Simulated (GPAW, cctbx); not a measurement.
# Reading charge transfer from structure factors

SrTiP2, I-42d (no. 122), a = 6.9901 Å, b = 6.9901 Å, c = 8.3968 Å, α = 90.00°, β = 90.00°, γ = 90.00°.

```csv
atom,mult.,x,y,z
Sr1,4,1/2,0,3/4
Ti1,4,0,1/2,3/4
P1,8,0.6768,1/4,1/8
```

The cell comes from substitution in a known structure type and wasn't matched to any measured phase.

Absolute values of the static structure factors of the conventional cell from DFT (PBE, GPAW) against free spherical atoms, in electrons:

| hkl | d (Å) | free atoms | crystal |
| --- | --- | --- | --- |
| 101 | 5.372 | 19.16 | 18.61 |
| 200 | 3.495 | 125.32 | 123.94 |
| 112 | 3.200 | 213.68 | 214.78 |
| 211 | 2.930 | 69.81 | 70.54 |
| 202 | 2.686 | 16.84 | 17.09 |
| 103 | 2.598 | 58.54 | 58.85 |
| 220 | 2.471 | 233.12 | 232.84 |
| 301 | 2.245 | 77.47 | 77.59 |
| 310 | 2.211 | 27.67 | 27.72 |
| 004 | 2.099 | 96.40 | 96.61 |

**Question.** Which way does charge move, and which reflections show it best?

Project each element's phase sum on the total phase. |F| rises if density moves to atoms that scatter in phase and falls if it moves to atoms that scatter against it; the rule is for low angles, since changes of shape take over beyond. Where all elements are in phase the terms compete, and the compactness of the donor's and the acceptor's density matters too.

| hkl | Sr in phase | Ti in phase | P in phase | change (e) | (%) |
| --- | --- | --- | --- | --- | --- |
| 101 | +2.8 | -2.8 | -1.8 | -0.54 | -2.8 |
| 200 | +4.0 | +4.0 | -6.4 | -1.38 | -1.1 |
| 112 | +3.7 | +3.7 | +2.8 | +1.10 | +0.5 |
| 211 | +2.4 | -2.4 | +3.1 | +0.73 | +1.0 |
| 202 | 0.0 | 0.0 | +1.6 | +0.24 | +1.4 |
| 103 | +2.8 | -2.8 | +1.8 | +0.30 | +0.5 |
| 220 | +4.0 | +4.0 | +4.8 | -0.28 | -0.1 |
| 301 | +2.8 | -2.8 | +3.9 | +0.11 | +0.1 |

Low-angle reflections that set elements apart and change by more than 0.05 e: 101, 200, 211, 202, 103 and 301. The signs fit a gain of density on P and a loss on Sr and Ti. The best witness is 101, -2.8 %, where P enters with -1.8. The real-space density agrees: Voronoi charges Sr +0.32, Ti +0.29, P -0.30 e. The shortest bond, Ti–P, has Δρ = +0.16 e/Å³ at its midpoint, a covalent bond charge.

[Outputs are excerpts: Python notices, other lines and further rows are left out; steps that failed or that the build refused (PBEsol, TPSS) are not shown.]

[Logs are printed without paths, hosts, clocks, repeated set-up lines and the standing remarks that a program may print on its own settings, such as how far it seeks lower states.]
